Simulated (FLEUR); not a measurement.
# E(M) of MnAu, part 2 of 2

How stiff is the moment of MnAu, and are there other minima?

FLEUR MaX-R8.1; LDA (VWN); all-electron FLAPW, Dirac cores, scalar-relativistic bands.

So far, magnetization (μB): step 2 (the free run) 3.97; step 4 (with continued, fixed moment 3.574 μB a cell) 3.57.

## (5) Moment fixed at 4.468 μB

Contents of inp.xml:

```
<?xml version="1.0" encoding="UTF-8" standalone="no"?>
<fleurInput fleurInputVersion="0.39">
   <comment>
      MnAu
   </comment>
   <calculationSetup>
      <cutoffs Kmax="3.6" Gmax="12.6" GmaxXC="12.6" numbands="0"/>
      <scfLoop itmax="90" minDistance="0.00002" maxIterBroyd="15" imix="Anderson" alpha="0.05" precondParam="0.0" spinf="2.0" sdNocoIR="T"/>
      <coreElectrons ctail="T" frcor="F" kcrel="0" coretail_lmax="0"/>
      <xcFunctional name="vwn" relativisticCorrections="F"/>
      <magnetism jspins="2" fixed_moment="4.468"/>
      <soc l_soc="F" theta="0.0" phi="0.0" spav="F"/>
      <expertModes spex="0" secvar="F"/>
      <geometryOptimization l_f="F" forcealpha="1.0" forcemix="BFGS" epsdisp="0.00001" epsforce="0.00001"/>
      <ldaU l_linMix="F" mixParam="0.05" spinf="1.0"/>
   </calculationSetup>
   <cell>
      <bzIntegration valenceElectrons="32.0" mode="hist" fermiSmearingEnergy="0.00183747">
         <kPointListSelection listName="default-1"/>
         <xi:include xmlns:xi="http://www.w3.org/2001/XInclude" href="kpts.xml"> </xi:include>
      </bzIntegration>
      <xi:include xmlns:xi="http://www.w3.org/2001/XInclude" href="sym.xml"> </xi:include>
      <bulkLattice scale="1.0">
         <bravaisMatrix>
            <row-1>    6.0617842262754751     0.0000000000000000     0.0000000000000000</row-1>
            <row-2>    0.0000000000000000     6.0617842262754751     0.0000000000000000</row-2>
            <row-3>    0.0000000000000000     0.0000000000000000     6.0617842262754751</row-3>
         </bravaisMatrix>
      </bulkLattice>
   </cell>
   <atomSpecies>
      <species name="Manganese 3.501" element="Mn" atomicNumber="25">
         <mtSphere radius="2.56" gridPoints="847" logIncrement="0.014"/>
         <atomicCutoffs lmax="10" lnonsphr="8"/>
         <electronConfig flipSpins="F">
            <coreConfig>(1s1/2) (2s1/2) (2p1/2) (2p3/2)</coreConfig>
            <valenceConfig>(3s1/2) (3p1/2) (3p3/2) (4s1/2) (3d3/2) (3d5/2)</valenceConfig>
            <stateOccupation state="(3d3/2)" spinUp="1.2505" spinDown="0.7495"/>
            <stateOccupation state="(3d5/2)" spinUp="3.0" spinDown="0.0"/>
         </electronConfig>
         <energyParameters s="4" p="4" d="3" f="4"/>
         <lo type="SCLO" l="0" n="3" eDeriv="0"/>
         <lo type="SCLO" l="1" n="3" eDeriv="0"/>
      </species>
      <species name="Gold (Au)" element="Au" atomicNumber="79">
         <mtSphere radius="2.56" gridPoints="847" logIncrement="0.016"/>
         <atomicCutoffs lmax="10" lnonsphr="8"/>
         <electronConfig flipSpins="F">
            <coreConfig>(1s1/2) (2s1/2) (2p1/2) (2p3/2) (3s1/2) (3p1/2) (3p3/2) (4s1/2) (3d3/2) (3d5/2) (4p1/2) (4p3/2) (5s1/2) (4d3/2) (4d5/2) (4f5/2) (4f7/2)</coreConfig>
            <valenceConfig>(5p1/2) (5p3/2) (6s1/2) (5d3/2) (5d5/2)</valenceConfig>
            <stateOccupation state="(6s1/2)" spinUp="0.500000" spinDown="0.500000"/>
         </electronConfig>
         <energyParameters s="6" p="6" d="5" f="5"/>
         <lo type="SCLO" l="1" n="5" eDeriv="0"/>
      </species>
   </atomSpecies>
   <atomGroups>
      <atomGroup species="Manganese 3.501">
         <relPos label="                   1">1.000/2.000 1.000/2.000 1.000/2.000</relPos>
         <force calculate="T" relaxXYZ="TTT"/>
      </atomGroup>
      <atomGroup species="Gold (Au)">
         <relPos label="                   2">.0000000000 .0000000000 .0000000000</relPos>
         <force calculate="T" relaxXYZ="TTT"/>
      </atomGroup>
   </atomGroups>
   <output dos="F" band="F" slice="F">
      <bandDOS minEnergy="-.5*Htr" maxEnergy="0.5*Htr" sigma="0.015" storeEVData="T"/>
      <plotting iplot="0" polar="F">
         <plot TwoD="T" vec1="  1.0  0.0  0.0" vec2="  0.0  1.0  0.0" vec3="  0.0  0.0  1.0" zero="  0.0  0.0  0.0" file="plot"/>
      </plotting>
      <moessbauerParams electricFieldGradient="F" isomerShift="F" coreHyperfine="F" valenceHyperfine="F"/>
   </output>
</fleurInput>
```

Command:

```bash
$ OMP_NUM_THREADS=1 mpirun -n 4 fleur_MPI > fleur.log
```

The program printed:

```text
[banner, memory and clock lines left out]
Welcome to FLEUR        (www.flapw.de)
      MaX-Release 8.1          (www.max-centre.eu)

 ========== k-point set info ==========
 Selected k-point list: default-1
 k-point list type: mesh
 0 x 0 x 0
 Number of k points: 36

 [... set-up left out ...]
 Iteration:     1   Distance:       4.61521715 me/bohr^3
 Iteration:     2   Distance:       4.41563528 me/bohr^3
 Iteration:     3   Distance:       1.45878746 me/bohr^3
 Iteration:     4   Distance:       0.28422227 me/bohr^3
 Iteration:     5   Distance:       0.32448331 me/bohr^3
[...]
<sumOfEigenvalues value="   -12379.4292885050">
               <coreElectrons value="-12358.6414353547"/>
               <valenceElectrons value="-20.7878531503"/>
            </sumOfEigenvalues>
         [... left out ...]
            <freeEnergy value="-20193.9694441080"/>
            <extrapolationTo0K value="-20193.9692284982"/>
         </totalEnergy>
         <densityConvergence units="me/bohr^3">
            <chargeDensity spin="1" distance="0.0000022454"/>
            <chargeDensity spin="2" distance="0.0000048422"/>
            <overallChargeDensity distance="0.0000030809"/>
            <spinDensity distance="0.0000068910"/>
         </densityConvergence>
      </iteration>
```

It took 9 s on 4 MPI ranks of Arm Neoverse V1, shared host; peak memory 0.2 GiB.

This step gave:

- magnetization: 4.468 μB

Its energy lies +85.4 meV a cell from the free run's.

## (6) Moment fixed at 2.681 μB

Changes to inp.xml since step 5:

```diff
@@ -10,3 +10,3 @@
       <xcFunctional name="vwn" relativisticCorrections="F"/>
-      <magnetism jspins="2" fixed_moment="4.468"/>
+      <magnetism jspins="2" fixed_moment="2.681"/>
       <soc l_soc="F" theta="0.0" phi="0.0" spav="F"/>
```

The program printed:

```text
[banner, memory and clock lines left out]
Welcome to FLEUR        (www.flapw.de)
      MaX-Release 8.1          (www.max-centre.eu)

 ========== k-point set info ==========
 Selected k-point list: default-1
 k-point list type: mesh
 0 x 0 x 0
 Number of k points: 36

 [... set-up left out ...]
 Iteration:     1   Distance:      15.85922802 me/bohr^3
 Iteration:     2   Distance:      15.18359702 me/bohr^3
 Iteration:     3   Distance:       2.48727524 me/bohr^3
 Iteration:     4   Distance:       1.48247261 me/bohr^3
 Iteration:     5   Distance:       1.16931047 me/bohr^3
[...]
<sumOfEigenvalues value="   -12380.2014102265">
               <coreElectrons value="-12359.3540991667"/>
               <valenceElectrons value="-20.8473110598"/>
            </sumOfEigenvalues>
         [... left out ...]
            <freeEnergy value="-20193.9526707023"/>
            <extrapolationTo0K value="-20193.9519667862"/>
         </totalEnergy>
         <densityConvergence units="me/bohr^3">
            <chargeDensity spin="1" distance="0.0000037207"/>
            <chargeDensity spin="2" distance="0.0000044603"/>
            <overallChargeDensity distance="0.0000054070"/>
            <spinDensity distance="0.0000061838"/>
         </densityConvergence>
      </iteration>
```

Run time: 12 s. Hardware: 4 MPI ranks; peak memory 0.2 GiB; 50 s of CPU time.

Read from the output:

```yaml
magnetization: 2.681 μB
```

Its energy lies +541.8 meV a cell from the free run's.

## (7) Another try

A slip in the input shows what the program catches and what it lets pass.

Contents of inp.xml:

```
<?xml version="1.0" encoding="UTF-8" standalone="no"?>
<fleurInput fleurInputVersion="0.39">
   <comment>
      MnAu
   </comment>
   <calculationSetup>
      <cutoffs Kmax="3.6" Gmax="12.6" GmaxXC="12.6" numbands="0"/>
      <scfLoop itmax="75" minDistance="0.00002" maxIterBroyd="15" imix="straight" alpha="0.9" precondParam="0.0" spinf="2.0" sdNocoIR="T"/>
      <coreElectrons ctail="T" frcor="F" kcrel="0" coretail_lmax="0"/>
      <xcFunctional name="vwn" relativisticCorrections="F"/>
      <magnetism jspins="2"/>
      <soc l_soc="F" theta="0.0" phi="0.0" spav="F"/>
      <expertModes spex="0" secvar="F"/>
      <geometryOptimization l_f="F" forcealpha="1.0" forcemix="BFGS" epsdisp="0.00001" epsforce="0.00001"/>
      <ldaU l_linMix="F" mixParam="0.05" spinf="1.0"/>
   </calculationSetup>
   <cell>
      <bzIntegration valenceElectrons="32.0" mode="hist" fermiSmearingEnergy="0.00183747">
         <kPointListSelection listName="default-1"/>
         <xi:include xmlns:xi="http://www.w3.org/2001/XInclude" href="kpts.xml"> </xi:include>
      </bzIntegration>
      <xi:include xmlns:xi="http://www.w3.org/2001/XInclude" href="sym.xml"> </xi:include>
      <bulkLattice scale="1.0">
         <bravaisMatrix>
            <row-1>    6.0617842262754751     0.0000000000000000     0.0000000000000000</row-1>
            <row-2>    0.0000000000000000     6.0617842262754751     0.0000000000000000</row-2>
            <row-3>    0.0000000000000000     0.0000000000000000     6.0617842262754751</row-3>
         </bravaisMatrix>
      </bulkLattice>
   </cell>
   <atomSpecies>
      <species name="Manganese 3.501" element="Mn" atomicNumber="25">
         <mtSphere radius="2.56" gridPoints="847" logIncrement="0.014"/>
         <atomicCutoffs lmax="10" lnonsphr="8"/>
         <electronConfig flipSpins="F">
            <coreConfig>(1s1/2) (2s1/2) (2p1/2) (2p3/2)</coreConfig>
            <valenceConfig>(3s1/2) (3p1/2) (3p3/2) (4s1/2) (3d3/2) (3d5/2)</valenceConfig>
            <stateOccupation state="(3d3/2)" spinUp="1.2505" spinDown="0.7495"/>
            <stateOccupation state="(3d5/2)" spinUp="3.0" spinDown="0.0"/>
         </electronConfig>
         <energyParameters s="4" p="4" d="3" f="4"/>
         <lo type="SCLO" l="0" n="3" eDeriv="0"/>
         <lo type="SCLO" l="1" n="3" eDeriv="0"/>
      </species>
      <species name="Gold (Au)" element="Au" atomicNumber="79">
         <mtSphere radius="2.56" gridPoints="847" logIncrement="0.016"/>
         <atomicCutoffs lmax="10" lnonsphr="8"/>
         <electronConfig flipSpins="F">
            <coreConfig>(1s1/2) (2s1/2) (2p1/2) (2p3/2) (3s1/2) (3p1/2) (3p3/2) (4s1/2) (3d3/2) (3d5/2) (4p1/2) (4p3/2) (5s1/2) (4d3/2) (4d5/2) (4f5/2) (4f7/2)</coreConfig>
            <valenceConfig>(5p1/2) (5p3/2) (6s1/2) (5d3/2) (5d5/2)</valenceConfig>
            <stateOccupation state="(6s1/2)" spinUp="0.500000" spinDown="0.500000"/>
         </electronConfig>
         <energyParameters s="6" p="6" d="5" f="5"/>
         <lo type="SCLO" l="1" n="5" eDeriv="0"/>
      </species>
   </atomSpecies>
   <atomGroups>
      <atomGroup species="Manganese 3.501">
         <relPos label="                   1">1.000/2.000 1.000/2.000 1.000/2.000</relPos>
         <force calculate="T" relaxXYZ="TTT"/>
      </atomGroup>
      <atomGroup species="Gold (Au)">
         <relPos label="                   2">.0000000000 .0000000000 .0000000000</relPos>
         <force calculate="T" relaxXYZ="TTT"/>
      </atomGroup>
   </atomGroups>
   <output dos="F" band="F" slice="F">
      <bandDOS minEnergy="-.5*Htr" maxEnergy="0.5*Htr" sigma="0.015" storeEVData="T"/>
      <plotting iplot="0" polar="F">
         <plot TwoD="T" vec1="  1.0  0.0  0.0" vec2="  0.0  1.0  0.0" vec3="  0.0  0.0  1.0" zero="  0.0  0.0  0.0" file="plot"/>
      </plotting>
      <moessbauerParams electricFieldGradient="F" isomerShift="F" coreHyperfine="F" valenceHyperfine="F"/>
   </output>
</fleurInput>
```

Contents of crystal.txt:

```
MnAu
&input film=F cartesian=F /
3.20775807000  0.00000000000  0.00000000000
0.00000000000  3.20775807000  0.00000000000
0.00000000000  0.00000000000  3.20775807000
1.8897261246
1.0 1.0 1.0

2
25 0.50000000000  0.50000000000  0.50000000000 : 3.501
79 0.00000000000  0.00000000000  0.00000000000

&kpt div1=8 div2=8 div3=8 gamma=T /
```

Command:

```bash
$ OMP_NUM_THREADS=1 inpgen -f crystal.txt > inpgen.log  # inp.xml is then edited as shown
$ OMP_NUM_THREADS=1 mpirun -n 4 fleur_MPI > fleur.log
```

The program printed:

```text
[banner, memory and clock lines left out]
Welcome to FLEUR        (www.flapw.de)
      MaX-Release 8.1          (www.max-centre.eu)

 ========== k-point set info ==========
 Selected k-point list: default-1
 k-point list type: mesh
 0 x 0 x 0
 Number of k points: 36

 [... set-up left out ...]
 Iteration:     1   Distance:      24.68401635 me/bohr^3
 Iteration:     2   Distance:     136.04920315 me/bohr^3
 Iteration:     3   Distance:     551.57092290 me/bohr^3
 Iteration:     4   Distance:    1218.49964767 me/bohr^3
**************FLEUR-Error*****************
Error message: differ 2: problems with solving dirac equation
Error occurred in subroutine: differ
Hint: The n=6 l=0 state of an atom with Z=79 seems to be above the reasonable energy range.
Error from PE:1/4
*****************************************

Memory (rank 1): 0.037 GB (peak 0.051 GB)

--- out.xml (last complete iteration) ---
<iteration numberForCurrentRun="    3" overallNumber="    3">
         [... left out ...]
         <bandgap value="10.6360276735" units="eV"/>
         <sumValenceSingleParticleEnergies value="-76.4367822823" units="Htr"/>
         <FermiEnergy value="0.2427803055" units="Htr"/>
         [... left out ...]
         <magneticMomentsInMTSpheres units="muBohr">
            <globalMagMoment atomType="1" vec="0.00000   0.00000   0.03586"/>
            <globalMagMoment atomType="2" vec="0.00000   0.00000  -0.01192"/>
         </magneticMomentsInMTSpheres>
         [... left out ...]
         <totalEnergy value="   -20250.0704328844" units="Htr">
            <sumOfEigenvalues value="   -12271.3796877349">
               <coreElectrons value="-12194.9429054526"/>
               <valenceElectrons value="-76.4367822823"/>
            </sumOfEigenvalues>
         [... left out ...]
            <freeEnergy value="-20250.0704328844"/>
            <extrapolationTo0K value="-20250.0704328844"/>
         </totalEnergy>
         <densityConvergence units="me/bohr^3">
            <chargeDensity spin="1" distance="261.7950442778"/>
            <chargeDensity spin="2" distance="290.3454407040"/>
            <overallChargeDensity distance="551.5709229049"/>
            <spinDensity distance="37.9968064172"/>
         </densityConvergence>
      </iteration>
```

It took 5.3 s on 4 MPI ranks; peak memory 0.16 GiB.

The run ended with an error.

The program's message: “differ 2: problems with solving dirac equation”

The fault in the input: linear mixing far too strong.

Taking so much of each new density makes the cycles overshoot; a small alpha with Anderson mixing is the cure.

## (8) The curve

The other moments were run in the same way.

The energy over the lowest by total spin moment:

```tsv
total spin moment (μB a cell)	energy over the lowest (meV a cell)
0.00	1289
0.89	1216
1.79	972
2.68	542
3.57	86.7
3.97	0
4.47	85.4
5.36	863
```

Table of moment, largest sphere moment by total spin moment:

```tsv
total spin moment (μB a cell)	moment, largest sphere moment (μB)
0.00	0
0.89	0.969
1.79	1.91
2.68	2.80
3.57	3.57
3.97	3.85
4.47	4.14
5.36	4.54
```

## (9) Results

| Item | Value |
| --- | --- |
| moment of the free run | 3.97 μB a cell |
| moment of the lowest point | 3.97 μB a cell |
| energy of the spinless run | 1289 meV a cell over the lowest |

What this shows: The lowest point lies 1289 meV a cell under the spinless run, in free energy at a smearing of 0.05 eV. The point at zero is the spinless run. Opposed orders, which also have no total moment, were not run.

[Logs and program files are shortened in this print: banners, set-up blocks, solver, clock and traceback lines can be left out without a mark of their own.]

[Logs are printed without paths, hosts, clocks, repeated set-up lines and the standing remarks that a program may print on its own settings, such as how far it seeks lower states.]

[Hosts, paths, dates, database ids (printed as entryN), source tags and the programs' standing remarks are cut or masked in the printed files.]

[Where a cell is said to come from a database of computed structures, the database is the Materials Project.]
